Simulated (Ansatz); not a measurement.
# Tl2S (model cell, started as cuprite): following an unstable mode, part 3 of 3

Aim: this structure of Tl2S (model cell, started as cuprite) is to be tested for unstable modes, and one is followed downhill.

Ansatz 0.2.0; DFT PBEsol, scalar-relativistic, plane waves, PAW.

So far. Step 5 (Energy along the mode, all amplitudes (two of the runs …): The lowest of the steps tried is at 0.45 Å, 26.5 meV/atom below the parent; the bottom of the well need not coincide with a step. Step 7 (The new phase in its own primitive cell): The largest force component left is 0.46 meV/Å and the pressure is 0.001 GPa, within the tolerances set. The cell now holds 27.31 Å³/atom. The relaxed cell has a = 4.734, c = 7.312 Å (conventional setting).

The structure was built from a prototype and need not be the compound's stable phase.

## Step 8: Modes of the new phase, k-mesh 8×8×6

A relaxed structure may still be a saddle point, so its zone-centre modes are computed. No field response is asked, since the mesh shows no gap.

Contents of input.yaml:

```yaml
crystal:
  lattice:
    - [4.7338939532, 0.0, 0.0]
    - [0.0, 4.7338939532, 0.0]
    - [0.0, 0.0, 7.3120836587]
  atoms:
    - { symbol: S, position: [0.5, 0.0, 0.7156819827] }
    - { symbol: S, position: [0.0, 0.5, 0.2843180173] }
    - { symbol: Tl, position: [0.0, 0.5, 0.6527807724] }
    - { symbol: Tl, position: [0.5, 0.5, 0.0] }
    - { symbol: Tl, position: [0.5, 0.0, 0.3472192276] }
    - { symbol: Tl, position: [0.0, 0.0, 0.0] }
kpoints:
  mp_grid: { grid: [8, 8, 6] }
hamiltonian:
  xc: pbesol
scf:
  occupations: { method: methfessel_paxton, width: 0.2 }
output:
  eigenvalues: true
phonons:
  method: dfpt
```

Started as:

```console
> ansatz run input.yaml --threads 8 --pin off --max-ram 14336MiB --backend cpu --events-out ev --progress --plain --runs-dir out
```

Numbers of over 12 decimals in the logs are rounded to 6 here.

What it wrote:

```text
zone centre: on kpoints.mp_grid the ground state, and the responses unless they are solved on pairs of k-points, stand on 100 of the mesh's 384 k-points, reduced under 4 symmetry operations, with k and −k counted as one. Each operation leaves every solved displacement unchanged or reverses it
[...]
Crystal: 6 atoms, lattice volume = 163.862 Å³
Basis set: ecut = 420 eV, 3201 PW (Γ), exchange–correlation on 64×64×100 points (8 copies of the dense FFT grid, shifted against one another)
Bands: 39, of which v1, the nominal top of the filled ones, is band 32 counted from 1 (31 counted from 0)
Symmetry: 16 space group operations
k-points: 100 of 384 (irreducible under 4 space group operations, time reversal used)
[...]
SCF iter   1: F=—  HF=-46953.754266 eV  |F-HF|=—  |Δ(HF+E_count)|=         —  Δρ=5.73e-3  dr2=1.24e-1  ethr=1.77e-3  ⟨swp⟩=5.8  Hψ=14029  notcnv=0
[...]
SCF iter  10: F=-46953.728020 eV  HF=-46953.728020 eV  |F-HF|=7.28e-12  |Δ(HF+E_count)|=  1.46e-11  S|Δr|=    0.00e0  Δρ=2.85e-8  dr2=1.89e-12  ethr=1.00e-12  ⟨swp⟩=9.4  Hψ=19586  notcnv=0
SCF 1 converged in 10 iterations: F = -46953.728020 eV  dr2 = 1.89e-12
[...]
DFPT response loops at Γ: preconditioner auto → Kerker (q_TF=auto, 2.333 Å⁻¹) (partly filled bands, converged f_vac=0.012); β = 1.00, the filter's whole step (`scf.mixing.beta` (0.50) is not read by the response loops under this deck's `scf.mixing.preconditioner`; to damp them name `kerker` or `kerker_dos`, under which they read `scf.mixing.beta`, and type it under 1.00, their step now; both keys bind the ground state too); Broyden in place of MSR1
SCF converged after 10 iterations
[...]
Free energy (F): -46953.728020 eV
[...]
Internal energy: -46953.731099 eV  (E = F + TS)
E sigma→0 (E₀):  -46953.728790 eV
Entropy (-TS):   0.003079 eV (0.513 meV/atom)
Fermi energy:    7.942587 eV
[...]
--- Band table (eV; the first three rows and the last of 100) ---
  k-point 0: bands = [... 28 lower, 6.4328, 6.4328, 6.4417, 8.4880, 9.6585, 9.6585, 10.3985, 11.2629, ... 3 higher]
  k-point 1: bands = [... 28 lower, 6.3326, 6.3326, 6.4639, 7.6785, 9.6574, 9.6574, 10.9267, 11.1617, ... 3 higher]
  k-point 2: bands = [... 28 lower, 6.0645, 6.0724, 6.0724, 6.8772, 9.6697, 9.6697, 10.9962, 11.0089, ... 3 higher]
  k-point 99: bands = [... 28 lower, 6.5211, 6.5211, 7.2296, 7.2296, 7.7280, 7.7280, 11.3566, 11.3566, ... 3 higher]
--- Phonons (Γ-DFPT): 6 representative perturbations + reference, on 100 of 384 k-points (Σ response iterations 18) ---
  k mesh reduced under 4 symmetry operations, with k and −k counted as one. Each operation leaves every solved displacement unchanged or reverses it
  ASR residual: 7.159e-5 → 0.000e0 eV/Å²; symmetrization residual: 1.942e-5 eV/Å²
  ASR residual per site (eV/Å²): 7.16e-5 7.16e-5 4.31e-5 7.87e-6 4.31e-5 7.87e-6
[...]
non-analytic LO–TO correction: not included (Born effective charges unavailable; polar crystals: no LO–TO splitting at Γ)
```

Wall time 96 s (8 threads of Arm Neoverse N1, shared host); peak memory 2.2 GiB; 12 min of CPU time.

Numbers from this step:

- sum-rule residual before enforcement: 7.16e-5 eV/Å²
- point group: 4/mmm
- highest optical mode at the zone centre (no LO-TO term): 193.7 cm⁻¹
- lowest optical zone-centre mode: 16.22 cm⁻¹

Patterns of degenerate modes are one choice out of their space. The modes at Γ (shares of kinetic energy by element, %):

```
mode  frequency (cm⁻¹)  symmetry  S %  Tl %
   1               0.0  acoustic    7    93
   2               0.0  acoustic    7    93
   3               0.0  acoustic    7    93
   4              16.2        Eg   31    69
   5              16.2        Eg   31    69
   6              26.8       B1g    0   100
   7              30.4        Eu    2    98
   8              30.4        Eu    2    98
   9              48.6        Eg   34    66
  10              48.6        Eg   34    66
  11              66.4       A1g    8    92
  12              72.8        Eu   90    10
  13              72.8        Eu   90    10
  14              75.6       A2u   15    85
  15              89.0        Eg   34    66
  16              89.0        Eg   34    66
  17             156.8       A2u   77    23
  18             193.7       A1g   92     8
```

Displacements in mode 4 (16.2 cm⁻¹), the largest set to 1:
```
S1  -0.43 -1.00  0.00
S2   0.43  1.00  0.00
Tl3  0.22  0.50  0.00
Tl4  0.13 -0.30  0.00
Tl5 -0.22 -0.50  0.00
Tl6 -0.13  0.30  0.00
```

Displacements in mode 18 (193.7 cm⁻¹), the largest set to 1:
```
S1   0.00  0.00  1.00
S2   0.00  0.00 -1.00
Tl3  0.00  0.00  0.12
Tl4  0.00  0.00  0.00
Tl5  0.00  0.00 -0.12
Tl6  0.00  0.00  0.00
```

Before it was imposed, the acoustic sum rule was missed by 7.2e-5 eV/Å². Small misses are needed for a sound result but don't prove that mesh and cutoff are converged. The lowest optical mode is real, 16.2 cm⁻¹.

## Step 9: What came out

- unstable mode of the parent: q = (0, 0, 0), 147i cm⁻¹
- depth at the lowest point sampled: 26.5 meV/atom
- largest atomic shift at that point: 0.45 Å
- space group reached (within 0.01 Å): P4/nmm
- energy gained over the parent (first relaxation, on the mesh of the frozen mode): 519 meV/atom
- volume per atom, phase reached: 27.3 Å³
- lowest optical zone-centre mode, phase reached: 16.2 cm⁻¹
- highest optical mode at the zone centre (no LO-TO term), phase reached: 194 cm⁻¹

What this shows: Along this mode the structure falls into P4/nmm, 519 meV/atom below the parent. At the parent's cell the well is 26.54 meV/atom deep on the steps tried, with its lowest point at a shift of 0.45 Å. Relaxing atoms and cell changes the gain by +492.12 meV/atom against the lowest step (energies at zero smearing). Most of the total comes from this relaxation. The new phase has no imaginary mode at the zone centre of its cell; other wavevectors were not checked. Of the 5 patterns followed to their end from this parent, this one reaches the lowest energy. Each path keeps the symmetry of its pattern, so a lower phase may lie along a pattern not tried. With no gap, or one that is small against the smearing, the frequencies hang on the k mesh and the smearing, most of all near Kohn anomalies. Spin-orbit coupling is left out, which can matter for the heavy elements here. The starting cell was built on a prototype and not taken from a measurement, so the phase need not exist.

[Logs are printed without paths, hosts, clocks, repeated set-up lines and the standing remarks that a program may print on its own settings, such as how far it seeks lower states.]

[Hosts, paths, dates, database ids (printed as entryN), source tags and the programs' standing remarks are cut or masked in the printed files.]
